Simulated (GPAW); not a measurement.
## How BaTiO3 absorbs and reflects light

Aim: the dielectric function of BaTiO3, and the optical constants that follow from it. The cell comes from an older database entry, whose edges can differ from later determinations, mostly by under a per cent.

Main program and level: GPAW 26.7.0; DFT, PBE, plane-wave PAW (GPAW data sets), scalar-relativistic, RPA, optical limit.

This is a report of a sequence of runs, with most program output left out.

The database entry behind the starting cell differs from later determinations by our own check (c/a about 0.6 % short), so it need not match the best structure at ambient conditions.

### 1. The starting structure

It takes space group P4mm (No. 99, tetragonal). The conventional cell has a = 4.000 Å, b = 4.000 Å, c = 4.018 Å, α = 90.00°, β = 90.00°, γ = 90.00°. Ba has 12 O at 2.79 to 2.88 Å nearest. Ti has 6 O at 1.89 to 2.13 Å nearest. Nearest to O lie 2 Ti at 2.00 Å and 4 Ba at 2.79 to 2.88 Å. Nearest to O lie 2 Ti at 1.89 to 2.13 Å and 4 Ba at 2.83 Å. Farther neighbours and most contacts between anions are not listed.

Structure file:

```cif
data_structure
_symmetry_space_group_name_H-M 'P4mm'
_symmetry_Int_Tables_number 99
_cell_length_a 3.9998
_cell_length_b 3.9998
_cell_length_c 4.0180
_cell_angle_alpha 90.000
_cell_angle_beta 90.000
_cell_angle_gamma 90.000
_cell_volume 64.28
loop_
_atom_site_label
_atom_site_type_symbol
_atom_site_symmetry_multiplicity
_atom_site_Wyckoff_symbol
_atom_site_fract_x
_atom_site_fract_y
_atom_site_fract_z
_atom_site_occupancy
Ba1 Ba 1 a 0.00000 0.00000 0.00000 1
Ti1 Ti 1 b 0.50000 0.50000 0.49000 1
O1 O 2 c 0.00000 0.50000 0.51700 1
O2 O 1 b 0.50000 0.50000 0.01900 1
```

### 2. Ground state

The self-consistent density comes first; it also tells whether there is a gap, which decides the occupations and the need for a Drude term.

This step: DFT, PBE, plane-wave PAW (GPAW data sets), scalar-relativistic, ground state (GPAW 26.7.0).

The input, gs.py:

```python
from ase import Atoms
from ase.dft.bandgap import bandgap
from gpaw import GPAW, PW, FermiDirac

atoms = Atoms(['Ba', 'Ti', 'O', 'O', 'O'],
              cell=[[3.999800000000, 0.000000000000, 0.000000000000],
                    [0.000000000000, 3.999800000000, 0.000000000000],
                    [0.000000000000, 0.000000000000, 4.018000000000]],
              scaled_positions=[[0.000000000000, 0.000000000000, 0.000000000000],
                                [0.500000000000, 0.500000000000, 0.490000000000],
                                [0.000000000000, 0.500000000000, 0.517000000000],
                                [0.500000000000, 0.000000000000, 0.517000000000],
                                [0.500000000000, 0.500000000000, 0.019000000000]],
              pbc=[True, True, True])
atoms.calc = GPAW(mode=PW(500), xc='PBE', kpts={'size': (6, 6, 6), 'gamma': True},
                  occupations=FermiDirac(0.05), maxiter=150, txt='gs.txt')
print('energy (eV)', atoms.get_potential_energy())
print('Fermi level (eV)', atoms.calc.get_fermi_level())
print('valence electrons', atoms.calc.get_number_of_electrons())
print('gap (eV)', bandgap(atoms.calc, output=None)[0])
print('direct gap (eV)', bandgap(atoms.calc, direct=True, output=None)[0])
atoms.calc.write('gs.gpw')
```

Started as:

```sh
$ OMP_NUM_THREADS=1 python gs.py
```

Elapsed: 33 s, on 1 thread of Arm Neoverse V2, shared host; peak memory 0.19 GiB.

Read-outs, printed or worked out from the files:

- energy: -38.20 eV
- Fermi energy: 8.616 eV
- gap on the k-mesh: 1.811 eV
- direct gap on the mesh: 2.090 eV
- electrons: 40

There is a gap, 1.81 eV on this mesh (points off the mesh can give less), so no carriers' term is needed.

### 3. Bands for the response

The response needs many more empty bands than the density does.

This step: DFT, PBE, plane-wave PAW (GPAW data sets), scalar-relativistic, bands at fixed density (GPAW 26.7.0).

The input, nscf.py:

```python
from ase.dft.bandgap import bandgap
from gpaw import GPAW, FermiDirac

calc = GPAW('gs.gpw').fixed_density(kpts={'size': (8, 8, 8), 'gamma': True}, nbands=49, convergence={'bands': 43},
                                    occupations=FermiDirac(0.001), txt='nscf.txt')
print('gap (eV)', bandgap(calc, output=None)[0])
print('direct gap (eV)', bandgap(calc, direct=True, output=None)[0])
print('top band over the Fermi level (eV)', min(calc.get_eigenvalues(kpt=k)[42] for k in range(len(calc.get_ibz_k_points()))) - calc.get_fermi_level())
calc.write('full.gpw', mode='all')
```

Started as:

```sh
$ OMP_NUM_THREADS=1 python nscf.py
```

Run time: 93 s. Hardware: 1 thread; peak memory 0.29 GiB.

### 4. Dielectric function, RPA

Transitions between filled and empty bands, summed over the zone, give the optical response, so mesh, band count and broadening shape it.

The induced potential is part of this response.

This step: DFT, PBE, plane-wave PAW (GPAW data sets), scalar-relativistic, RPA, optical limit (GPAW 26.7.0).

The input, df.py:

```python
from gpaw.response.df import DielectricFunction

df = DielectricFunction('full.gpw', frequencies={'type': 'nonlinear', 'domega0': 0.03, 'omega2': 8},
                        ecut=60,
                        eta=0.15,
                        nbands=43,
                        txt='df.txt')
for direction in ['x', 'z']:
    df.get_dielectric_function(xc='RPA', direction=direction, filename=f'df_{direction}.csv')
```

Started as:

```sh
$ OMP_NUM_THREADS=1 python df.py
```

The job ended after 19 s (1 thread; peak memory 0.44 GiB).

This step gave:

```
electronic dielectric constant ε∞, mean over x, y and z (by symmetry where fewer were run) : 5.779
main peak of Im epsilon, first axis                                                        : 4.095 eV
centre of weight of the strongest loss peak in the window                                  : 13.08 eV
```

Some rows of df_x.csv (energy; Re and Im without local fields; Re and Im with them):

```text
0.000000, 6.160554, -0.000000, 5.902036, -0.000000
0.555532, 6.230668, 0.039192, 5.968641, 0.037212
1.143969, 6.486491, 0.097973, 6.211260, 0.092779
1.768324, 7.130819, 0.259516, 6.819763, 0.244349
2.431988, 8.345829, 1.360780, 7.956410, 1.261579
3.138794, 7.982206, 3.832253, 7.680410, 3.548119
3.893091, 6.775534, 6.541657, 6.812580, 6.062070
4.699832, 1.965245, 4.272008, 1.920695, 4.478030
5.564682, 2.985360, 2.689281, 2.767441, 2.798408
6.494155, 3.773647, 2.973590, 3.476188, 3.001261
7.495775, 2.402036, 4.006768, 1.984032, 4.076493
8.578281, 2.270074, 4.657792, 1.890170, 4.410158
9.751884, 1.103748, 4.170896, 0.854408, 3.721150
11.028587, -0.111783, 2.769152, -0.131638, 2.623044
12.422601, 0.003358, 1.411748, -0.271665, 1.390964
13.950874, 1.264644, 0.916697, 0.846824, 0.854245
15.633783, 2.082326, 1.541495, 1.151799, 1.082759
17.496047, 1.902784, 2.995038, 1.209232, 1.463294
19.567954, -1.884272, 2.853567, 1.287101, 1.511059
```

Values under the direct gap are tails of Lorentzian lines. The Im ε by photon energy; read off at these points:

```
photon energy (eV)   E ∥ x   E ∥ z
              0.00       0       0
              0.50  0.0332  0.0242
              1.00  0.0761  0.0536
              1.50   0.153  0.0982
              2.00   0.462   0.196
              2.50    1.50   0.651
              3.00    3.24    1.85
              3.50    5.05    3.96
              4.00    6.92    6.01
              4.07    7.21    6.19
              4.11    7.22    6.18
              4.50    5.68    5.68
              5.00    3.83    4.10
              5.50    2.82    3.27
              6.00    3.12    3.02
              6.50    3.00    3.31
              7.00    4.26    4.57
              7.21    4.66    5.11
              7.50    4.06    4.60
              8.00    3.58    3.71
              8.50    4.42    4.71
              9.00    4.49    4.86
              9.50    3.66    3.84
             10.00    3.69    3.69
             10.50    3.86    3.70
             11.00    2.63    2.61
             11.50    2.38    2.34
             12.00    1.81    1.88
             12.50    1.32    1.33
             13.00   0.912   0.920
             13.50   0.752   0.775
             14.00   0.850   0.847
             14.50   0.912   0.969
             15.00    1.18    1.28
             15.50    1.16    1.16
             16.00    1.23    1.17
             16.50    1.33    1.30
             17.00    1.49    1.41
             17.50    1.46    1.43
             18.00    1.56    1.52
             18.50    1.58    1.59
             19.00    1.44    1.44
             19.50    1.53    1.56
             20.00    1.74    1.78
```

Table of Re ε by photon energy:

```
photon energy (eV)    E ∥ x   E ∥ z
               0.0     5.90    5.53
               0.5     5.96    5.57
               1.0     6.13    5.70
               1.5     6.49    5.94
               2.0     7.23    6.39
               2.5     8.10    7.16
               3.0     7.89    7.75
               3.5     7.17    7.96
               4.0     6.07    6.57
               4.5     2.12    3.75
               5.0     2.43    2.99
               5.5     2.67    3.20
               6.0     3.26    3.62
               6.5     3.49    3.52
               7.0     3.25    3.80
               7.5     1.98    2.23
               8.0     2.32    2.14
               8.5     2.05    1.87
               9.0     1.30    1.32
               9.5    0.870   0.587
              10.0    0.426  0.0970
              10.5  -0.0786  -0.267
              11.0   -0.158  -0.133
              11.5   -0.332  -0.385
              12.0   -0.491  -0.460
              12.5   -0.255  -0.289
              13.0    0.142   0.121
              13.5    0.485   0.492
              14.0    0.854   0.825
              14.5     1.12    1.11
              15.0     1.23    1.09
              15.5     1.10    1.02
              16.0     1.35    1.30
              16.5     1.42    1.33
              17.0     1.37    1.34
              17.5     1.21    1.20
              18.0     1.38    1.38
              18.5     1.03    1.01
              19.0     1.12    1.17
              19.5     1.28    1.30
              20.0     1.71    1.66
```

The reflectivity at normal incidence has structure finer than the step of the table below, so its rows give means over 1 eV, whole bins alone (the curve runs from 0 to 20.1 eV). Peaks (eV: height): E ∥ x 4.1: 30.2, 7.3: 22.7, 9.2: 25.4, 10.6: 29.3, 11.9: 27.6, 18.3: 9.87; E ∥ z 4.0: 28.1, 7.3: 24.3, 9.2: 28.3, 10.6: 29.6, 18.3: 9.79.

Reflectivity at normal incidence against photon energy; means over each step:

```
photon energy (eV)  E ∥ x (%)  E ∥ z (%)
                 1       18.1       16.8
                 2       21.0       18.9
                 3       25.0       23.2
                 4       28.3       26.7
                 5       19.7       20.8
                 6       15.9       17.4
                 7       20.7       21.7
                 8       19.7       21.6
                 9       23.5       25.3
                10       23.5       25.0
                11       25.9       26.2
                12       25.5       25.7
                13       14.4       14.9
                14       4.10       4.37
                15       5.12       5.62
                16       5.50       5.42
                17       7.43       7.06
                18       8.34       8.17
                19       7.99       7.95
```

Values under the direct gap are tails of Lorentzian lines. Loss function −Im 1/ε at q → 0 against energy loss; read off at these points:

```
energy loss (eV)    E ∥ x    E ∥ z
            0.00        0        0
            0.50   9.3e-4   7.8e-4
            1.00  0.00202  0.00165
            1.50  0.00363  0.00278
            2.00  0.00880  0.00479
            2.50   0.0222   0.0126
            3.00   0.0445   0.0291
            3.50   0.0656   0.0500
            4.00   0.0816   0.0758
            4.50    0.155    0.123
            5.00    0.186    0.159
            5.27    0.210    0.174
            5.50    0.187    0.156
            6.00    0.153    0.136
            6.50    0.141    0.142
            7.00    0.149    0.129
            7.50    0.199    0.176
            8.00    0.197    0.202
            8.50    0.186    0.183
            9.00    0.205    0.191
            9.50    0.259    0.255
           10.00    0.268    0.271
           10.50    0.259    0.268
           11.00    0.379    0.382
           11.50    0.412    0.416
           12.00    0.514    0.503
           12.50    0.730    0.720
           13.00     1.07     1.07
           13.50    0.938    0.920
           14.00    0.586    0.606
           14.50    0.438    0.448
           15.00    0.405    0.453
           15.50    0.454    0.488
           16.00    0.369    0.383
           16.50    0.351    0.375
           17.00    0.365    0.371
           17.50    0.406    0.411
           18.00    0.360    0.360
           18.50    0.443    0.447
           18.85    0.450    0.442
           19.00    0.433    0.417
           19.50    0.385    0.379
           20.00    0.292    0.300
```

The refractive index n and extinction k by photon energy:

```
photon energy (eV)  n, E ∥ x  k, E ∥ x  n, E ∥ z  k, E ∥ z
                 0      2.43         0      2.35         0
                 1      2.48    0.0154      2.39    0.0112
                 2      2.69    0.0858      2.53    0.0387
                 3      2.87     0.566      2.80     0.329
                 4      2.76      1.25      2.78      1.08
                 5      1.87      1.03      2.01      1.02
                 6      1.97     0.791      2.04     0.739
                 7      2.07      1.03      2.21      1.04
                 8      1.82     0.986      1.79      1.04
                 9      1.73      1.30      1.78      1.36
                10      1.44      1.28      1.38      1.34
                11      1.11      1.18      1.11      1.17
                12     0.833      1.09     0.858      1.09
                13     0.730     0.625     0.724     0.635
                14      1.01     0.419      1.00     0.423
                15      1.21     0.486      1.18     0.545
                16      1.26     0.487      1.23     0.475
                17      1.30     0.573      1.28     0.548
                18      1.32     0.594      1.31     0.581
                19      1.21     0.592      1.23     0.586
                20      1.44     0.604      1.43     0.620
```

Optical constants at common wavelengths, from n + ik = √ε:

```
wavelength (nm)   n x    k x  R (%) x   1/α x   n z    k z  R (%) z   1/α z
           1064  2.49  0.019     18.3  4.4 µm  2.40  0.014     17.0  6.2 µm
            800  2.56  0.032     19.2  2.0 µm  2.44  0.021     17.6  3.0 µm
            450  2.89  0.428     24.5   84 nm  2.76  0.221     22.2  162 nm
            365  2.89  0.786     26.6   37 nm  2.94  0.551     25.7   53 nm
            308  2.74  1.292     30.0   19 nm  2.75  1.109     28.1   22 nm
            248  1.87  1.026     19.4   19 nm  2.01  1.022     20.4   19 nm
            193  1.99  0.769     16.4   20 nm  2.05  0.853     18.2   18 nm
```

Below the direct gap, k and the depth come from the tails of the Lorentzian lines, not from transitions.

Rows near the edge hang on the gap, which this functional as a rule makes too small, and phonon-assisted absorption is left out.

At 1064 nm the birefringence n(z) − n(x) is -0.094: the crystal is uniaxial negative at this level.

### 5. What came out

```yaml
electronic_dielectric_constant_eps_infinity_mean_over_x_y_and_z_by_symmetry_where_fewer_were_run_rpa: 5.78
main_peak_of_im_epsilon_first_axis: 4.09 eV
centre_of_weight_of_the_strongest_loss_peak_in_the_window_first_axis: 13.1 eV
```

In words: At this level (PBE, RPA) BaTiO3 has a mean ε∞ = 5.78 and n = 2.46 at 1550 nm (E ∥ x), and Im ε peaks at 4.1 eV (E ∥ x). On the mesh the gap is 1.81 eV and the least direct gap 2.09 eV, so on this mesh the band edges lie at different points. Local fields change the static value along x from 6.16 to 5.90 (-4 %). Distinct maxima of Im ε, read by a parabola through the highest points, lie at 4.09 eV (7.2), 7.23 eV (4.7), 9.03 eV (4.5) and 10.46 eV (3.9) for E ∥ x. The static values by axis are 5.90 (x), 5.53 (z). At 1064 nm the birefringence n(z) − n(x) is -0.094: the crystal is uniaxial negative at this level. Excitons and phonon-assisted transitions are missing; PBE gaps are as a rule too small, which pulls the onset down and ε∞ up. Spin-orbit coupling is left out although heavy atoms are present. The sum runs over mesh points, so small or evenly spaced maxima can still be ripples of the mesh. The curves end at 20 eV, about where the summed bands run out. In this version of GPAW the matrix elements of the optical limit are incomplete, which can lower ε − 1 by up to a tenth where first-row anions or d states rule, and shift it by more in d metals. Besides steps told in other documents, this task had 1 run with a known fault of program or setting; those not told in a step above aren't shown.

[Machine, clock and banner lines and Python warnings are left out of the logs.]

[Logs are printed without paths, hosts, clocks, repeated set-up lines and the standing remarks that a program may print on its own settings, such as how far it seeks lower states.]

[Hosts, paths, dates, database ids (printed as entryN), source tags and the programs' standing remarks are cut or masked in the printed files.]
